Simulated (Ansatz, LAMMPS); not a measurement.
# Relaxing a frame of liquid mixture of trimethyl phosphate and H2O from 300 K (170 atoms)

How does a frame of liquid mixture of trimethyl phosphate and H2O from 300 K (170 atoms) relax, and what do bonds, charges and levels look like afterwards?

Method: Kohn-Sham DFT, PBE+D4, PAW (set soft_2), plane waves, in Ansatz 0.2.0.

**1. Set-up**

The cell holds 170 atoms: 12 C, 50 O, 4 P and 104 H. Its edges and angles: a = 12.146 Å, b = 12.146 Å, c = 12.146 Å, α = 90.0°, β = 90.0°, γ = 90.0°. 4 trimethyl phosphate, 34 H2O placed at random, at 1.09 g/cm³; overlaps pushed apart, then 10 ps at 450 K with MMFF94 bonds, angles, torsions, charges and radii (Halgren, J. Comput. Chem. 17, 490 (1996)) in harmonic and 12-6 forms; SPC/E water (Berendsen, Grigera and Straatsma, J. Phys. Chem. 91, 6269 (1987)). Snapshot after 20 ps at 300 K and fixed volume.

Limits known from the start: The network of contacts between molecules at the start is that of the classical potential that made the cell. The density was typed from a rule of thumb and may lie off the real one at this temperature. The Brillouin zone is sampled at Γ only, in a cell whose shortest periodic width is 12 Å.

**2. Single point at the start**

The forces at the start show how far the geometry lies from a minimum of this functional.

input.yaml reads:

```yaml
crystal:
  lattice:
    - [12.14551, 0.0, 0.0]
    - [0.0, 12.14551, 0.0]
    - [0.0, 0.0, 12.14551]
  atoms:
    - { symbol: C, position: [0.2186, 0.43129, 0.26248] }
    - { symbol: O, position: [0.11911, 0.39101, 0.30738] }
    - { symbol: P, position: [0.01129, 0.39818, 0.22747] }
    - { symbol: O, position: [0.00883, 0.32768, 0.1279] }
    [... 160 atom lines left out ...]
    - { symbol: O, position: [0.42453, 0.2336, 0.41116] }
    - { symbol: H, position: [0.45127, 0.16328, 0.37771] }
    - { symbol: H, position: [0.47226, 0.29582, 0.38605] }
    - { symbol: O, position: [0.18138, 0.40651, 0.56403] }
    - { symbol: H, position: [0.25964, 0.42392, 0.58278] }
    - { symbol: H, position: [0.16844, 0.42107, 0.48403] }
kpoints:
  mp_grid: { grid: [1, 1, 1] }
hamiltonian:
  xc: pbe
  dispersion: d4
scf:
  occupations: { method: fixed }
output:
  forces: true
  stress: true
  populations: intrinsic
  dos:
    method: { smearing: { sigma: 0.15 } }
    de: 0.1
    projected: { site_lists: { C: [C], H: [H], O: [O], P: [P] } }
  eigenvalues: true
```

The run is started by

```bash
$ ansatz run input.yaml --threads 4 --pin off --max-ram 8192MiB --backend cpu --events-out ev --progress --plain --runs-dir out
```

Run time: 24 s. Hardware: 4 threads of Intel Xeon Platinum 8259CL at 2.50GHz (Skylake/Cascade Lake), shared host; peak memory 2.5 GiB; 92 s of CPU time.

Numbers from this run:

* free energy: -36079.2099 eV
* free energy per atom: -212.2306 eV/atom
* SCF cycles: 10
* pressure: -1.192 GPa
* r.m.s. force component: 0.6638 eV/Å
* longest force: 3.265 eV/Å
* Fermi energy: -2.052 eV
* gap (highest filled to lowest empty level): 4.841 eV

The r.m.s. force component of 0.66 eV/Å and the pressure of -1.2 GPa set the starting point.

Neighbours are counted within 1.21 Å (H-O), 1.34 Å (H-C), 1.73 Å (O-C), 2.02 Å (O-P).

Length of the force by element and coordination:

| element | coordination | atoms | mean length of the force (eV/Å) | spread | least | most |
| --- | --- | --- | --- | --- | --- | --- |
| C | all | 12 | 1.46 | 0.673 | 0.612 | 2.67 |
| H | all | 104 | 0.940 | 0.338 | 0.174 | 1.73 |
| O | all | 50 | 1.02 | 0.697 | 0.264 | 3.26 |
| O | 1 | 4 | 1.79 | 1.00 | 0.494 | 3.26 |
| O | 2 | 46 | 0.958 | 0.621 | 0.264 | 2.82 |
| P | all | 4 | 1.59 | 0.877 | 0.704 | 3.01 |

**3. Relaxation**

With the cell held, the atoms are moved downhill towards a nearby minimum.

input.yaml, the sections that differ from step 2:

```yaml
output:
  forces: true
relax:
  f_tol: 0.05
  max_steps: 200
# crystal, kpoints, hamiltonian, scf: as in step 2
```

Wall time 7.3 min (4 threads); peak memory 2.2 GiB.

Step by step (22 of 37):

| step | energy less that of the first step (eV) | largest force component (eV/Å) |
| --- | --- | --- |
| 1 | 0.0000 | 2.7662 |
| 3 | -6.0908 | 1.6508 |
| 4 | -6.7533 | 1.1498 |
| 6 | -7.4783 | 0.2125 |
| 8 | -7.6441 | 0.3520 |
| 10 | -7.7358 | 0.4086 |
| 11 | -7.8086 | 0.0990 |
| 13 | -7.8546 | 0.2222 |
| 15 | -7.8872 | 0.2163 |
| 16 | -7.9041 | 0.3001 |
| 18 | -7.9673 | 0.5023 |
| 20 | -8.0180 | 0.2731 |
| 22 | -8.0466 | 0.1720 |
| 23 | -8.0573 | 0.0734 |
| 25 | -8.0640 | 0.1132 |
| 27 | -8.0697 | 0.0607 |
| 28 | -8.0718 | 0.0953 |
| 30 | -8.0763 | 0.0653 |
| 32 | -8.0798 | 0.0898 |
| 34 | -8.0845 | 0.0907 |
| 35 | -8.0864 | 0.1021 |
| 37 | -8.0881 | 0.0415 |

The atoms that moved most (Å):

| atom | dx | dy | dz | length |
| --- | --- | --- | --- | --- |
| H27 | -0.939 | 1.612 | -0.415 | 1.912 |
| H17 | 1.500 | 0.349 | -0.703 | 1.694 |
| H26 | -0.607 | -0.139 | -1.501 | 1.625 |
| H31 | 0.514 | -0.220 | -1.386 | 1.494 |
| H10 | -0.189 | -1.472 | 0.103 | 1.487 |
| H67 | 1.100 | -0.803 | -0.002 | 1.362 |
| H170 | 0.970 | 0.448 | 0.768 | 1.315 |
| H9 | 0.482 | -0.742 | 0.928 | 1.282 |

The relaxation changed the energy by -47.6 meV/atom, and atoms moved by 0.74 Å r.m.s., 1.9 Å at most.

**4. Local order after relaxation**

Bonds before and after, by the cutoffs listed below:

| pair | bonds before | bonds after | mean before (Å) | mean after (Å) | spread before (Å) | spread after (Å) |
| --- | --- | --- | --- | --- | --- | --- |
| H-O | 68 | 68 | 1.000 | 0.990 | 0.000 | 0.009 |
| H-C | 36 | 36 | 1.095 | 1.096 | 0.028 | 0.002 |
| O-C | 12 | 12 | 1.422 | 1.456 | 0.025 | 0.004 |
| O-P | 16 | 16 | 1.589 | 1.562 | 0.050 | 0.043 |

Density 1.09 g/cm³, 10.54 Å³ an atom.

Pair distribution functions g(r), in bins of 0.2 Å:

| r (Å) | total | H-H | H-O | H-C | H-P | O-O | O-C |
| --- | --- | --- | --- | --- | --- | --- | --- |
| 0.90 | 3.06 | 0.00 | 8.50 | 0.00 | 0.00 | 0.00 | 0.00 |
| 1.10 | 1.96 | 0.00 | 1.18 | 17.80 | 0.00 | 0.00 | 0.00 |
| 1.30 | 0.00 | 0.00 | 0.00 | 0.00 | 0.00 | 0.00 | 0.00 |
| 1.50 | 1.19 | 1.58 | 0.00 | 0.00 | 0.00 | 0.00 | 6.55 |
| 1.70 | 1.05 | 1.29 | 1.57 | 0.00 | 0.00 | 0.00 | 0.00 |
| 1.90 | 0.55 | 0.44 | 1.08 | 0.00 | 0.00 | 0.00 | 0.00 |
| 2.10 | 0.69 | 0.68 | 1.20 | 0.00 | 0.00 | 0.00 | 0.00 |
| 2.30 | 0.56 | 1.44 | 0.05 | 0.00 | 0.00 | 0.00 | 0.00 |
| 2.50 | 0.68 | 1.07 | 0.35 | 0.00 | 0.00 | 1.79 | 0.00 |
| 2.70 | 0.82 | 0.63 | 0.43 | 0.08 | 1.15 | 3.55 | 0.00 |
| 2.90 | 0.89 | 0.84 | 0.87 | 0.33 | 3.27 | 1.52 | 0.13 |
| 3.10 | 0.95 | 0.78 | 1.42 | 0.30 | 1.25 | 0.06 | 1.90 |
| 3.30 | 1.09 | 0.89 | 1.52 | 1.10 | 1.10 | 0.26 | 1.41 |
| 3.50 | 1.12 | 0.99 | 1.21 | 1.30 | 2.35 | 0.92 | 1.36 |
| 3.70 | 1.07 | 1.13 | 1.08 | 1.13 | 0.25 | 0.82 | 1.75 |
| 3.90 | 1.07 | 1.25 | 0.88 | 1.04 | 0.45 | 0.71 | 2.13 |
| 4.10 | 1.03 | 0.97 | 1.25 | 1.09 | 0.51 | 0.85 | 0.55 |
| 4.30 | 1.11 | 1.16 | 1.17 | 0.90 | 0.56 | 1.29 | 0.71 |
| 4.50 | 1.13 | 1.12 | 1.12 | 1.27 | 0.67 | 1.36 | 0.76 |
| 4.70 | 0.98 | 1.16 | 0.79 | 1.33 | 1.01 | 0.83 | 1.03 |
| 4.90 | 0.92 | 0.92 | 0.89 | 1.17 | 0.86 | 0.97 | 0.54 |
| 5.10 | 1.00 | 1.00 | 0.96 | 1.17 | 1.52 | 0.96 | 0.78 |
| 5.30 | 1.03 | 1.06 | 1.08 | 0.69 | 1.28 | 0.98 | 1.06 |
| 5.50 | 0.99 | 0.93 | 0.99 | 1.20 | 0.85 | 1.02 | 1.03 |
| 5.70 | 0.92 | 0.85 | 1.02 | 0.69 | 0.79 | 0.98 | 0.91 |
| 5.90 | 0.99 | 1.03 | 0.99 | 1.00 | 0.74 | 0.83 | 0.98 |

Bonds by pair of elements; cutoffs follow the first minimum of g(r), held within bounds set by covalent radii, and pairs that aren't listed don't count as bonded:

| pair A-B | cutoff (Å) | bonds | mean length (Å) | spread (Å) | shortest (Å) | B about A | A about B |
| --- | --- | --- | --- | --- | --- | --- | --- |
| H-O | 1.21 | 68 | 0.99 | 0.009 | 0.971 | 0.654 | 1.36 |
| H-C | 1.34 | 36 | 1.10 | 0.002 | 1.09 | 0.346 | 3 |
| O-C | 1.73 | 12 | 1.46 | 0.004 | 1.45 | 0.24 | 1 |
| O-P | 1.98 | 16 | 1.56 | 0.043 | 1.48 | 0.32 | 4 |

How many atoms have how many bonded neighbours:

| element | mean | 1 | 2 | 4 |
| --- | --- | --- | --- | --- |
| C | 4 | 0 | 0 | 12 |
| H | 1 | 104 | 0 | 0 |
| O | 1.92 | 4 | 46 | 0 |
| P | 4 | 0 | 0 | 4 |

Bond angles (no mean is given where the spread exceeds 20°):

| angle | count | mean (°) | spread (°) |
| --- | --- | --- | --- |
| H-C-O | 36 | 109 | 1.9 |
| H-C-H | 36 | 110 | 0.7 |
| H-O-H | 34 | 105 | 2 |
| O-P-O | 24 | 109 | 5.3 |
| C-O-P | 12 | 120 | 1.5 |

Hydrogen bonds between water molecules (O–O under 3.5 Å, H–O···O angle under 30°):

| hydrogen bonds to other water | molecules |
| --- | --- |
| 0 | 0 |
| 1 | 0 |
| 2 | 6 |
| 3 | 11 |
| 4 | 16 |
| 5 | 1 |

Bond length by coordination (bonds to H left out):

| element | coordination | atoms | mean bond length (Å) |
| --- | --- | --- | --- |
| O | 1 | 4 | 1.49 |
| O | 2 | 12 | 1.52 |

By these cutoffs all C atoms have 4, all H atoms have 1, 92 % of O atoms have 2 and all P atoms have 4 bonded neighbours. The H-C-O angle averages 109° with a spread of 1.9°. The 34 water molecules hold 3.35 hydrogen bonds each to other water on average, with a mean O–O distance of 2.78 Å.

**5. Single point at the relaxed geometry**

One more single point at the end of the walk gives the fuller output and checks the residual forces.

input.yaml reads:

```yaml
crystal:
  lattice:
    - [12.14551, 0.0, 0.0]
    - [0.0, 12.14551, 0.0]
    - [0.0, 0.0, 12.14551]
  atoms:
    - { symbol: C, position: [0.21861, 0.37107, 0.28706] }
    - { symbol: O, position: [0.10003, 0.36707, 0.30637] }
    - { symbol: P, position: [0.01594, 0.40124, 0.21386] }
    - { symbol: O, position: [0.01663, 0.33343, 0.11119] }
    [... 160 atom lines left out ...]
    - { symbol: O, position: [0.42405, 0.21281, 0.42446] }
    - { symbol: H, position: [0.45946, 0.14937, 0.38794] }
    - { symbol: H, position: [0.47681, 0.27336, 0.41292] }
    - { symbol: O, position: [0.22626, 0.4061, 0.60504] }
    - { symbol: H, position: [0.29528, 0.36594, 0.62337] }
    - { symbol: H, position: [0.24828, 0.45794, 0.54725] }
kpoints:
  mp_grid: { grid: [1, 1, 1] }
hamiltonian:
  xc: pbe
  dispersion: d4
scf:
  occupations: { method: fixed }
output:
  forces: true
  stress: true
  populations: true
  dos:
    method: { smearing: { sigma: 0.1 } }
    de: 0.1
    projected: { site_lists: { C: [C], H: [H], O: [O], P: [P] } }
  eigenvalues: true
  write_density: true
  write_potential: true
  volumetric_format: npy
  elf: true
```

The job ended after 28 s (4 threads; peak memory 2.5 GiB; 1.7 min of CPU time).

The program notes that the exchange-correlation potential is rough where the density is thin.

Read from the output:

```
free energy                                      : -36087.2980 eV
free energy per atom                             : -212.2782 eV/atom
SCF cycles                                       : 10
pressure                                         : -0.319 GPa
r.m.s. force component                           : 0.00952 eV/Å
longest force                                    : 0.06314 eV/Å
Fermi energy                                     : -2.137 eV
gap (highest filled to lowest empty level) : 5.169 eV
spilling of the projection                       : 0.01372
```

Löwdin charges by element and coordination (they lack the spilled electrons, 0.038 e an atom on average):

| element | coordination | atoms | mean charge (e) | spread | least | most |
| --- | --- | --- | --- | --- | --- | --- |
| C | all | 12 | -0.229 | 0.0028 | -0.233 | -0.223 |
| H | all | 104 | 0.327 | 0.0857 | 0.189 | 0.416 |
| O | all | 50 | -0.668 | 0.0796 | -0.810 | -0.528 |
| O | 1 | 4 | -0.806 | 0.0035 | -0.810 | -0.801 |
| O | 2 | 46 | -0.656 | 0.0713 | -0.722 | -0.528 |
| P | all | 4 | 2.16 | 0.0028 | 2.15 | 2.16 |

States in the cell by windows of 1 eV, zero at the Fermi level; the larger projections on atomic orbitals stand beside the total:

| from (eV) | to (eV) | total | O p | H s | C p | O s |
| --- | --- | --- | --- | --- | --- | --- |
| -18 | -17 | 24.4 | 0.8 | 4.2 | 0.0 | 18.3 |
| -17 | -13 | 0.0 | 0.0 | 0.0 | 0.0 | 0.0 |
| -13 | -12 | 1.1 | 0.4 | 0.2 | 0.0 | 0.0 |
| -12 | -11 | 13.2 | 3.6 | 2.9 | 0.1 | 0.5 |
| -11 | -10 | 9.7 | 2.0 | 2.6 | 0.1 | 0.5 |
| -10 | -9 | 0.0 | 0.0 | 0.0 | 0.0 | 0.0 |
| -9 | -8 | 2.1 | 0.6 | 0.4 | 0.4 | 0.3 |
| -8 | -7 | 6.1 | 1.8 | 1.1 | 1.2 | 0.8 |
| -7 | -6 | 65.2 | 41.0 | 16.0 | 4.2 | 0.5 |
| -6 | -5 | 36.1 | 20.6 | 7.9 | 5.7 | 0.7 |
| -5 | -4 | 37.4 | 15.4 | 7.0 | 13.0 | 1.2 |
| -4 | -3 | 28.0 | 19.4 | 3.2 | 2.2 | 2.6 |
| -3 | -2 | 49.4 | 34.0 | 5.5 | 4.6 | 3.6 |
| -2 | -1 | 42.8 | 32.7 | 4.0 | 3.6 | 1.1 |
| -1 | 0 | 79.8 | 75.8 | 1.6 | 1.2 | 0.1 |
| 0 | 1 | 1.0 | 1.0 | 0.0 | 0.0 | 0.0 |
| 1 | 4 | 0.0 | 0.0 | 0.0 | 0.0 | 0.0 |
| 4 | 5 | 0.1 | 0.0 | 0.0 | 0.0 | 0.0 |

With fixed occupations the program's Fermi level is the highest filled level; weight inside the gap is the broadening of levels at its edges.

Between -22 and -18 eV lie 76 more states.

The levels nearest the highest filled one (over half full), pooled over k-points and spins:

| level less the highest filled one (eV) | occupation |
| --- | --- |
| -0.237 | 2 |
| -0.208 | 2 |
| -0.192 | 2 |
| -0.0861 | 2 |
| -0.0242 | 2 |
| 0 | 2 |
| 5.17 | 0 |
| 5.92 | 0 |
| 5.97 | 0 |
| 6.00 | 0 |
| 6.13 | 0 |
| 6.28 | 0 |

Mean Löwdin charges: C -0.23, H +0.33, O -0.67, P +2.16 e (they miss 1.4 % of the electrons, so they add up to more than the cell's charge). The largest share in the top eV of filled states is O p (96 % of the projected weight), and in the lowest eV of empty states H s (43 % of the projected weight).

**6. What came out**

- energy change in the relaxation: -47.58 meV/atom
- r.m.s. displacement: 0.74 Å
- largest displacement: 1.912 Å
- free energy per atom: -212.2782 eV/atom
- pressure: -0.319 GPa
- r.m.s. force component: 0.00952 eV/Å
- gap (highest filled to lowest empty level): 5.169 eV
- wall time of the 3 DFT runs: 8.2 min

**Reading.** Relaxation lowers the energy by 47.6 meV/atom and moves atoms by 0.74 Å r.m.s.; the r.m.s. force component goes from 0.66 to 0.0095 eV/Å, the pressure goes from -1.2 to -0.32 GPa, and the gap from 4.84 to 5.17 eV. By the final cutoffs no bond was broken or made. First to last step the energy falls by 8.088 eV; the largest move, 1.91 Å, is that of H27. The O-C bonds change most in mean length: from 1.422 Å (spread 0.025) to 1.456 Å (spread 0.004). By these cutoffs all C atoms have 4, all H atoms have 1, 92 % of O atoms have 2 and all P atoms have 4 bonded neighbours. The 34 water molecules hold 3.35 hydrogen bonds each to other water on average, with a mean O–O distance of 2.78 Å. Between filled and empty levels lie 5.17 eV (at Γ alone); a semilocal functional tends to put such gaps too low. In a disordered cell it changes from sample to sample and from frame to frame.

**Limits.** The network of contacts between molecules at the start is that of the classical potential that made the cell; in DFT atoms moved by 0.74 Å r.m.s.

[Logs are printed without paths, hosts, clocks, repeated set-up lines and the standing remarks that a program may print on its own settings, such as how far it seeks lower states.]

[Hosts, paths, dates, database ids (printed as entryN), source tags and the programs' standing remarks are cut or masked in the printed files.]

[The MMFF94 radii named for the starting cell were scaled by 0.96; in molecules described by MMFF94, hydrogen bound to N, O or S took a small fixed 12-6 site in their place.]
